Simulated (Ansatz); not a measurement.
# Ir wire along [100], 13 atoms a period: bands along the axis, part 2 of 2

Wanted: the relaxed geometry and the bands of the Ir wire along [100], 13 atoms a period.

Ansatz 0.2.0; DFT PBE, plane waves, PAW; relaxation of a wire's period; PAW set soft_1 (the session's first sound run).

So far: Starting point; Relaxing the period.

**2. Relaxing the period (continued)**

The steps of the relaxation:

| step | energy less that of the first step (eV) | largest force component (eV/Å) | pressure (GPa) | volume (Å³) |
| --- | --- | --- | --- | --- |
| 1 | 0.0000 | 3.2874 | -5.76 | 818.16 |
| 2 | -2.6824 | 0.8760 | -0.69 | 804.68 |
| 3 | -2.8547 | 0.7933 | 0.93 | 828.67 |
| 4 | -2.7951 | 0.3445 | -0.70 | 842.12 |
| 5 | -2.9150 | 0.0755 | 0.03 | 828.81 |
| 6 | -2.9172 | 0.0209 | 0.00 | 827.68 |
| 7* | -2.9183 | 0.0210 | 0.00 | 827.68 |

Relaxation steps marked * repeat the geometry before them on a plane-wave basis chosen anew for their cell, so energy and pressure can jump there. Relaxation step 4 was tried and not accepted.

The run keeps the 16 symmetry operations that it works with, so distortions that break them were not tested.

| cell as run | before | after | change |
| --- | --- | --- | --- |
| c (Å) | 3.870 | 3.915 | +1.2 % |

The atoms that moved most (Å, along periodic axes as changes of fractional coordinates times the final cell, across vacuum about the mean position):

| atom | dx | dy | dz | length |
| --- | --- | --- | --- | --- |
| Ir1 | 0.279 | 0.000 | 0.000 | 0.279 |
| Ir4 | 0.000 | 0.279 | 0.000 | 0.279 |
| Ir6 | 0.000 | -0.279 | 0.000 | 0.279 |
| Ir9 | -0.279 | 0.000 | 0.000 | 0.279 |
| Ir2 | 0.121 | 0.121 | 0.000 | 0.171 |
| Ir3 | 0.121 | -0.121 | 0.000 | 0.171 |
| Ir7 | -0.121 | 0.121 | 0.000 | 0.171 |
| Ir8 | -0.121 | -0.121 | 0.000 | 0.171 |

Numbers from this step:

```yaml
energy_at_zero_smearing: -155158.9565 eV
cell_length_along_the_wire: 3.915 Å
```

The cell's length comes to 3.915 Å with spin left out.

**3. The wire at its relaxed period**

This step: DFT PBE, plane waves, PAW; bands of a perfect wire; PAW set soft_1 (Ansatz 0.2.0).

At the relaxed period the bands are computed along the axis; those that cross an energy going forward count the channels that a perfect wire would open there.

The input, input.yaml:

```yaml
crystal:
  lattice:
    - [14.54, 0.0, 0.0]
    - [0.0, 14.54, 0.0]
    - [0.0, 0.0, 3.9149935827]
  atoms:
    - { symbol: Ir, position: [0.253049176, 0.5, 0.0] }
    - { symbol: Ir, position: [0.375221011, 0.375221011, 0.0] }
    - { symbol: Ir, position: [0.375221011, 0.624778989, 0.0] }
    - { symbol: Ir, position: [0.5, 0.253049176, 0.0] }
    - { symbol: Ir, position: [0.5, 0.5, 0.0] }
    - { symbol: Ir, position: [0.5, 0.746950824, 0.0] }
    - { symbol: Ir, position: [0.624778989, 0.375221011, 0.0] }
    - { symbol: Ir, position: [0.624778989, 0.624778989, 0.0] }
    - { symbol: Ir, position: [0.746950824, 0.5, 0.0] }
    - { symbol: Ir, position: [0.362971867, 0.5, 0.5] }
    - { symbol: Ir, position: [0.5, 0.362971867, 0.5] }
    - { symbol: Ir, position: [0.5, 0.637028133, 0.5] }
    - { symbol: Ir, position: [0.637028133, 0.5, 0.5] }
kpoints:
  mp_grid: { grid: [1, 1, 21] }
  band_path: { path: ["Γ", Z], npoints: 90 }
scf:
  occupations: { method: fermi_dirac, width: 0.05 }
hamiltonian:
  xc: pbe
  pseudopotentials: { kind: paw, azcp: { folder: soft_1 } }
output:
  dos: { e_range: [-5, 4] }
  write_potential: true
  write_density: true
  volumetric_format: npy
```

The run is started by

```
$ ansatz run input.yaml --threads 4 --pin off --max-ram 16384MiB --backend cpu --events-out ev --progress --plain --runs-dir out
```

Numbers of over 12 decimals in the logs are rounded to 6 here.

Output:

```text
[...]
Crystal: 13 atoms, lattice volume = 827.675 Å³
Basis set: ecut = 420 eV, 16225 PW (Γ)
Bands: 133, of which v1, the nominal top of the filled ones, is band 111 counted from 1 (110 counted from 0)
Symmetry: 16 space group operations
[...]
k-points: 11 of 21
[...]
SCF iter   1: F=—  HF=-155164.044531 eV  |F-HF|=—  |Δ(HF+E_count)|=         —  Δρ=3.18e-2  dr2=2.26e1  ethr=3.10e-3  ⟨swp⟩=9.1  Hψ=6598  notcnv=0  defer=9
[...]
SCF iter  12: F=-155159.049838 eV  HF=-155159.049838 eV  |F-HF|=3.58e-9  |Δ(HF+E_count)|=   2.88e-8  Δρ=9.85e-7  dr2=1.64e-8  ethr=4.52e-11  ⟨swp⟩=13.0  Hψ=4155  notcnv=0
SCF 1 converged in 12 iterations: F = -155159.049838 eV  dr2 = 1.64e-8
[...]
NSCF: frozen V_eff on 91 k-points
WARN: The output density's exchange-correlation potential varies sharply where the density is thin. Do not read a vacuum level from v_tot or v_xc, or from such a field of the output density. On a cell that repeats whose density bears no net charge and no dipole along the vacuum's axis use v_es (v_loc + v_h of the components); under efield.dipole_correction with no amplitude use v_es + v_field, which holds any externa [...]
SCF converged after 12 iterations
Free energy (F): -155159.049838 eV
[...]
Internal energy: -155158.863246 eV  (E = F + TS)
E sigma→0 (E₀):  -155158.956542 eV
Entropy (-TS):   -0.186592 eV (-14.353 meV/atom)
Fermi energy:    2.374712 eV
[...]
--- Band table (eV; the first three rows and the last of 11) ---
  k-point 0: bands = [... 107 lower, 2.2943, 2.3436, 2.3436, 2.3661, 2.5169, 2.5248, 2.6759, 2.7232, ... 18 higher]
  k-point 1: bands = [... 107 lower, 2.2343, 2.2966, 2.2966, 2.3353, 2.5226, 2.5275, 2.6600, 2.7686, ... 18 higher]
  k-point 2: bands = [... 107 lower, 2.1370, 2.2162, 2.2162, 2.2567, 2.5316, 2.5404, 2.6218, 2.8385, ... 18 higher]
  k-point 10: bands = [... 107 lower, 2.0353, 2.1294, 2.3812, 2.3812, 2.5439, 2.6375, 2.6418, 2.7510, ... 18 higher]
```

Elapsed: 2.4 min, on 4 threads of Arm Neoverse V1, shared host; peak memory 5 GiB.

Numbers from this step:

| Quantity | Value |
| --- | --- |
| band gap | 0 eV |

The electronic bands at the labelled points (eV, zero at the Fermi level; # counts the bands kept):

| point | #55 | #56 | #57 | #58 | #59 | #60 | #61 | #62 |
| --- | --- | --- | --- | --- | --- | --- | --- | --- |
| Γ | -0.08 | -0.03 | -0.03 | -0.01 | 0.14 | 0.15 | 0.30 | 0.35 |
| halfway | -0.26 | -0.23 | -0.04 | 0.01 | 0.09 | 0.16 | 0.16 | 0.18 |
| Z | -0.33 | -0.26 | 0.01 | 0.01 | 0.15 | 0.26 | 0.27 | 0.38 |

Between Γ and Z the bands cross the Fermi level 4 times, so a perfect wire would conduct at least 4 G₀, with spin left out.

**4. What came out**

- cell length, PBE: 3.915 Å
- ballistic conductance by band crossings, a lower bound, PBE: 4 G₀

Under PBE the cell's length is 3.91 Å, and the bands cross the Fermi level 4 times between Γ and Z, which gives a perfect wire at least 4 G₀ (opposite crossings within one step of the path cancel in such a count). No spin was allowed, though thin wires with open d shells can turn magnetic. Spin-orbit coupling is left out, which matters for the bands of heavy atoms.

[Logs are printed without paths, hosts, clocks, repeated set-up lines and the standing remarks that a program may print on its own settings, such as how far it seeks lower states.]

[Hosts, paths, dates, database ids (printed as entryN), source tags and the programs' standing remarks are cut or masked in the printed files.]
